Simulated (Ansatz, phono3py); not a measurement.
# KCl (Sylvite, Fm-3m): thermal conductivity with phono3py, part 5 of 5

The second- and third-order constants of KCl (Sylvite) come from an earlier supercell run; what does phono3py make of them?

Experimental results on record:
- thermal conductivity 7.1 W/m/K near room temperature (given in “Combining the AFLOW GIBBS and Elastic Libraries to efficiently and robustly screen thermo-mechanical properties of solids”, 2017, arXiv:1611.05714)
- thermal conductivity 7.1 W/m/K near room temperature (given in “Predicting the lattice thermal conductivity of solids by solving the Boltzmann transport equation: AFLOW - AAPL an automated, accurate and efficient framework”, 2017, arXiv:1611.05481)

phono3py 4.10.0; DFT LDA, scalar-relativistic, plane waves, PAW; phono3py on Ansatz's force constants.

So far, κ at 300 K (W/m/K): step 2 (relaxation-time solution) 10.3; step 16 (Gaussian smearing, third order supercell 3×3×3, supercell 6×6×6) 10.8; step 17 (Gaussian smearing, third order supercell 3×3×3, supercell 6×6×6 (run 2)) 10.3; step 19 (without the dipole term, third order supercell 3×3×3, supercell 6×6×6) 10.3; step 20 (a changed mass, third order supercell 3×3×3, supercell 6×6×6) 8.11.

## 21. Mass disorder, third order supercell 3×3×3, supercell 6×6×6

A typed mass variance takes the place of the natural one on the sites of one element, as a model of more or less disorder.

Contents of phono3py.yaml:

```yaml
phono3py:
  version: "4.10.0"
  frequency_unit_conversion_factor: 15.633302
  symmetry_tolerance: 1.00000e-05

physical_unit:
  atomic_mass: "AMU"
  length: "angstrom"

space_group:
  type: "Fm-3m"
  number: 225
  Hall_symbol: "-F 4 2 3"

primitive_matrix:
- [  1.000000000000000,  0.000000000000000,  0.000000000000000 ]
- [  0.000000000000000,  1.000000000000000,  0.000000000000000 ]
- [  0.000000000000000,  0.000000000000000,  1.000000000000000 ]

supercell_matrix:
- [   3,   0,   0 ]
- [   0,   3,   0 ]
- [   0,   0,   3 ]

# [primitive_cell block left out]
unit_cell:
  lattice:
  - [     0.000000000000000,     3.038503376300000,     3.038503376300000 ] # a
  - [     3.038503376300000,     0.000000000000000,     3.038503376300000 ] # b
  - [     3.038503376300000,     3.038503376300000,     0.000000000000000 ] # c
  points:
  - symbol: K # 1
    coordinates: [  0.000000000000000,  0.000000000000000,  0.000000000000000 ]
    mass: 39.098300
    reduced_to: 1
  - symbol: Cl # 2
    coordinates: [  0.500000000000000,  0.500000000000000,  0.500000000000000 ]
    mass: 35.450000
    reduced_to: 2

# [supercell block left out]
phonon_supercell_matrix:
- [   6,   0,   0 ]
- [   0,   6,   0 ]
- [   0,   0,   6 ]

# [phonon_primitive_cell block left out]
# [phonon_supercell block left out]
nac:
  born_effective_charge:
  - # 1 (K)
    - [  1.109170126599619,  0.000000000000000,  0.000000000000000 ]
    - [  0.000000000000000,  1.109170126599619,  0.000000000000000 ]
    - [  0.000000000000000,  0.000000000000000,  1.109170126599619 ]
  - # 2 (Cl)
    - [ -1.109170126599619,  0.000000000000000,  0.000000000000000 ]
    - [  0.000000000000000, -1.109170126599619,  0.000000000000000 ]
    - [  0.000000000000000,  0.000000000000000, -1.109170126599619 ]
  dielectric_constant:
    - [  2.508022372554948,  0.000000000000000,  0.000000000000000 ]
    - [  0.000000000000000,  2.508022372554948,  0.000000000000000 ]
    - [  0.000000000000000,  0.000000000000000,  2.508022372554948 ]
  unit_conversion_factor: 14.399645
```

On the command line:

```sh
phono3py phono3py.yaml --mesh 17 17 17 --br --isotope --mv 0.000164 0.01 --ts 100 150 200 300 400 500 600 800
```

The log of the run:

```text
[banner, memory and clock lines left out]
Rust backend (phonors) using rayon (4 threads).
Running in phono3py.load mode.
Spglib version 2.8.0
----------------------------- General settings -----------------------------
Run mode: conductivity-RTA
HDF5 data compression filter: gzip
Crystal structure was read from "phono3py.yaml".
Supercell (dim): [3 3 3]
Phonon supercell (dim-fc2): [6 6 6]
Primitive matrix:
  [1. 0. 0.]
  [0. 1. 0.]
  [0. 0. 1.]
Spacegroup: Fm-3m (225)
Use -v option to watch primitive cell, unit cell, and supercell structures.
NAC parameters were read from "phono3py.yaml".
fc3 was read from "fc3.hdf5".
fc2 was read from "fc2.hdf5".
----------------------------- Force constants ------------------------------
Max drift of fc3: 0.00000000 (zzz) 0.00000000 (zzz) 0.00000000 (zzz)
Max drift of fc2: -0.00000000 (xx) -0.00000000 (xx)
--------------------------- Calculation settings ---------------------------
Non-analytical term correction (NAC): True
NAC unit conversion factor:  14.39964
BZ integration: Tetrahedron-method
Temperature:  100.0  150.0  200.0  300.0  400.0 ... 800.0
Cutoff frequency: 0.01
Mesh sampling: [ 17 17 17 ]
Generating grid system ... [ 17 17 17 ]
fc3-r2q-transformation over three atoms: True
--------------------------- Phonon calculations ----------------------------
  PRB 50, 13035(R) (1994), PRB 55, 10355 (1997)
  G-cutoff distance: 1.08, Number of G-points: 307, Lambda: 0.18
Running harmonic phonon calculations...
-------------------- Lattice thermal conductivity (RTA) --------------------
Running heat capacity calculations...
Running velocity calculations...
Running isotope scattering calculations with tetrahedron method...
======================= Grid point 0 (1/165) =======================
q-point: ( 0.00  0.00  0.00)
Boundary mean free path (millimeter): 1000.000
Mass variance parameters: 1.64e-04 1.00e-02
Number of triplets: 165
Frequency     group velocity (x, y, z)     |gv|
  -0.000   (   0.000    0.000    0.000)    0.000
   0.000   (   0.000    0.000    0.000)    0.000
   0.000   (   0.000    0.000    0.000)    0.000
   4.833   (   0.000    0.000    0.000)    0.000
   4.833   (   0.000    0.000    0.000)    0.000
   4.833   (   0.000    0.000    0.000)    0.000
======================= Grid point 1 (2/165) =======================
q-point: ( 0.06  0.00  0.00)
Boundary mean free path (millimeter): 1000.000
Mass variance parameters: 1.64e-04 1.00e-02
Number of triplets: 489
Frequency     group velocity (x, y, z)     |gv|
   0.498   ( -17.077   17.077   17.077)   29.578
   0.498   ( -17.077   17.077   17.077)   29.578
   0.646   ( -22.170   22.170   22.170)   38.399
   4.817   (   1.109   -1.109   -1.109)    1.922
   4.817   (   1.109   -1.109   -1.109)    1.922
   6.621   (   1.677   -1.677   -1.677)    2.905
[162 grid points left out]
======================= Grid point 1322 (165/165) =======================
q-point: ( 0.71  0.47  0.24)
Boundary mean free path (millimeter): 1000.000
Mass variance parameters: 1.64e-04 1.00e-02
Number of triplets: 1305
Frequency     group velocity (x, y, z)     |gv|
   2.495   (  -0.000   13.520    1.580)   13.612
   2.664   (   0.000  -12.608   -6.874)   14.360
   3.789   (  -0.000   25.490    0.410)   25.493
   4.108   (   0.000  -21.893   -2.354)   22.020
   5.039   (   0.000    1.522    0.263)    1.545
   5.041   (  -0.000   -1.366    2.926)    3.229
=================== End of collection of collisions ===================
----------- Thermal conductivity (W/m-k) with tetrahedron method -----------
#  T(K)        xx         yy         zz         yz         xz         xy
  100.0      16.892     16.892     16.892     -0.000     -0.000      0.000
  150.0      12.723     12.723     12.723     -0.000     -0.000      0.000
  200.0      10.346     10.346     10.346     -0.000     -0.000      0.000
  300.0       7.628      7.628      7.628     -0.000     -0.000      0.000
  400.0       6.081      6.081      6.081     -0.000     -0.000      0.000
  500.0       5.070      5.070      5.070     -0.000     -0.000      0.000
  600.0       4.355      4.355      4.355     -0.000     -0.000      0.000
  800.0       3.403      3.403      3.403     -0.000     -0.000      0.000

Thermal conductivity related properties were written into
"kappa-m171717.hdf5".
Summary of calculation was written in "phono3py.yaml".
```

Elapsed: 29 s, on 4 threads of Arm Neoverse V1, shared host; peak memory 0.25 GiB.

Numbers from this step:

```yaml
kappa_at_300_k: 7.628 W/m/K
kappa_xx_yy_zz_at_300_k: 7.628, 7.628, 7.628 W/m/K
```

W/m/K. Kappa, by row:

| T (K) | xx | yy | zz | yz | xz | xy |
| --- | --- | --- | --- | --- | --- | --- |
| 100 | 16.89 | 16.89 | 16.89 | 0 | 0 | 0 |
| 150 | 12.72 | 12.72 | 12.72 | 0 | 0 | 0 |
| 200 | 10.35 | 10.35 | 10.35 | 0 | 0 | 0 |
| 300 | 7.628 | 7.628 | 7.628 | 0 | 0 | 0 |
| 400 | 6.081 | 6.081 | 6.081 | 0 | 0 | 0 |
| 500 | 5.07 | 5.07 | 5.07 | 0 | 0 | 0 |
| 600 | 4.355 | 4.355 | 4.355 | 0 | 0 | 0 |
| 800 | 3.403 | 3.403 | 3.403 | 0 | 0 | 0 |

κ at 300 K goes from 10.3 in the base run to 7.63 W/(m K).

## 22. An input with a fault, third order supercell 3×3×3, supercell 6×6×6

This input was changed on purpose, to see how the program answers.

phono3py.yaml is that of step 21.

On the command line:

```sh
phono3py phono3py.yaml --mesh 7 7 7 --br --sigma 0.001 --ts 300
```

The log of the run:

```text
[banner, memory and clock lines left out]
Rust backend (phonors) using rayon (4 threads).
Running in phono3py.load mode.
Spglib version 2.8.0
----------------------------- General settings -----------------------------
Run mode: conductivity-RTA
HDF5 data compression filter: gzip
Crystal structure was read from "phono3py.yaml".
Supercell (dim): [3 3 3]
Phonon supercell (dim-fc2): [6 6 6]
Primitive matrix:
  [1. 0. 0.]
  [0. 1. 0.]
  [0. 0. 1.]
Spacegroup: Fm-3m (225)
Use -v option to watch primitive cell, unit cell, and supercell structures.
NAC parameters were read from "phono3py.yaml".
fc3 was read from "fc3.hdf5".
fc2 was read from "fc2.hdf5".
----------------------------- Force constants ------------------------------
Max drift of fc3: 0.00000000 (zzz) 0.00000000 (zzz) 0.00000000 (zzz)
Max drift of fc2: -0.00000000 (xx) -0.00000000 (xx)
--------------------------- Calculation settings ---------------------------
Non-analytical term correction (NAC): True
NAC unit conversion factor:  14.39964
BZ integration: Smearing=0.001
Temperature:  300.0
Cutoff frequency: 0.01
Mesh sampling: [ 7 7 7 ]
Generating grid system ... [ 7 7 7 ]
fc3-r2q-transformation over three atoms: True
--------------------------- Phonon calculations ----------------------------
  PRB 50, 13035(R) (1994), PRB 55, 10355 (1997)
  G-cutoff distance: 1.08, Number of G-points: 307, Lambda: 0.18
Running harmonic phonon calculations...
-------------------- Lattice thermal conductivity (RTA) --------------------
Running heat capacity calculations...
Running velocity calculations...
======================= Grid point 0 (1/20) =======================
q-point: ( 0.00  0.00  0.00)
Boundary mean free path (millimeter): 1000.000
Number of triplets: 20
Frequency     group velocity (x, y, z)     |gv|
  -0.000   (   0.000    0.000    0.000)    0.000
   0.000   (   0.000    0.000    0.000)    0.000
   0.000   (   0.000    0.000    0.000)    0.000
   4.833   (   0.000    0.000    0.000)    0.000
   4.833   (   0.000    0.000    0.000)    0.000
   4.833   (   0.000    0.000    0.000)    0.000
======================= Grid point 1 (2/20) =======================
q-point: ( 0.14  0.00  0.00)
Boundary mean free path (millimeter): 1000.000
Number of triplets: 44
Frequency     group velocity (x, y, z)     |gv|
   1.196   ( -16.482   16.482   16.482)   28.548
   1.196   ( -16.482   16.482   16.482)   28.548
   1.555   ( -21.599   21.599   21.599)   37.411
   4.740   (   2.584   -2.584   -2.584)    4.476
   4.740   (   2.584   -2.584   -2.584)    4.476
   6.505   (   3.896   -3.896   -3.896)    6.748
[17 grid points left out]
======================= Grid point 77 (20/20) =======================
q-point: (-0.29  0.43  0.14)
Boundary mean free path (millimeter): 1000.000
Number of triplets: 100
Frequency     group velocity (x, y, z)     |gv|
   2.592   ( -14.049   13.750    0.000)   19.659
   2.666   (   4.002  -11.580    0.000)   12.253
   3.703   (  -9.323   28.474   -0.000)   29.961
   4.224   (   2.324  -21.733    0.000)   21.857
   4.959   (   6.132    0.565   -0.000)    6.158
   5.058   (   0.580   -1.435    0.000)    1.548
=================== End of collection of collisions ===================
----------- Thermal conductivity (W/m-k) for sigma=0.001 -----------
#  T(K)        xx         yy         zz         yz         xz         xy
  300.0  87982574.897 87982574.897 87982574.897     -0.000     -0.000      0.000

Thermal conductivity related properties and sigma 0.001
were written into "kappa-m777-s0.001.hdf5".
Summary of calculation was written in "phono3py.yaml".
```

Run time: 3.9 s. Hardware: 4 threads; peak memory 0.25 GiB.

The run finished. A setting was moved off its sound value on purpose, so it serves as a test and not as the result.

The fault put into the input: a Gaussian far narrower than the mesh, no isotopes, with which κ at 300 K comes out at 8.8e7 W/(m K).

## 23. What came out

* κ at 300 K, RTA, natural isotopes, mesh 17×17×17: 10.3 W/m/K
* κ at 300 K, RTA, pure, mesh 17×17×17: 10.7 W/m/K
* κ at 300 K, LBTE, mesh 13×13×13: 13.9 W/m/K
* κ at 300 K, with coherences, mesh 17×17×17: 10.4 W/m/K
* κ at 300 K, no dipole term, mesh 17×17×17: 10.3 W/m/K

On these constants κ of KCl (Sylvite) at 300 K is 10.3 W/(m K) in the base run, by relaxation time; smearing and coherences move that between 10.3 and 10.8. The full solution gives 13.9 W/(m K) (phono3py, mesh 13×13×13). On the same constants and mesh Ansatz's figure, which includes its coherence part, and phono3py's, which doesn't, differ by up to 4.2 %; with phono3py's own coherence part added, which is defined differently, the largest difference is 0.26 %. The last step of the mesh series (21 to 27) moves κ at 300 K by +0.4 %, while the coarsest mesh gives 259 % of the densest value. Normal processes make 59 % of the three-phonon scattering at 300 K, weighting modes by their heat capacity. A boundary length of 0.01 µm leaves 39 % of κ at 300 K. A boundary length of 1 µm leaves 97 % of κ at 300 K. Scaling the mass of Cl by 0.5 at fixed force constants, a model exercise, multiplies the isotope-free κ by 0.758. A mass variance of 0.01 on the Cl sites, typed in place of the natural one, gives 74 % of the base value. A measured thermal conductivity near room temperature is 7.1 W/m/K (arXiv:1611.05714); the calculated 13.9 W/m/K differs by +96 %. The relaxed cell is 10 % smaller in volume than the database cell, which stiffens most phonons and usually raises κ; no run here tested that. Four-phonon, defect and boundary scattering, which are left out, would lower the calculated value; thermal expansion is left out too. The cell of these runs is 10 % smaller in volume than the database cell; frequencies and all that rests on them shift with it.

[Logs are printed without paths, hosts, clocks, repeated set-up lines and the standing remarks that a program may print on its own settings, such as how far it seeks lower states.]

[Hosts, paths, dates, database ids (printed as entryN), source tags and the programs' standing remarks are cut or masked in the printed files.]

[A step with changed settings may run another functional than the one named; its input shows which.]
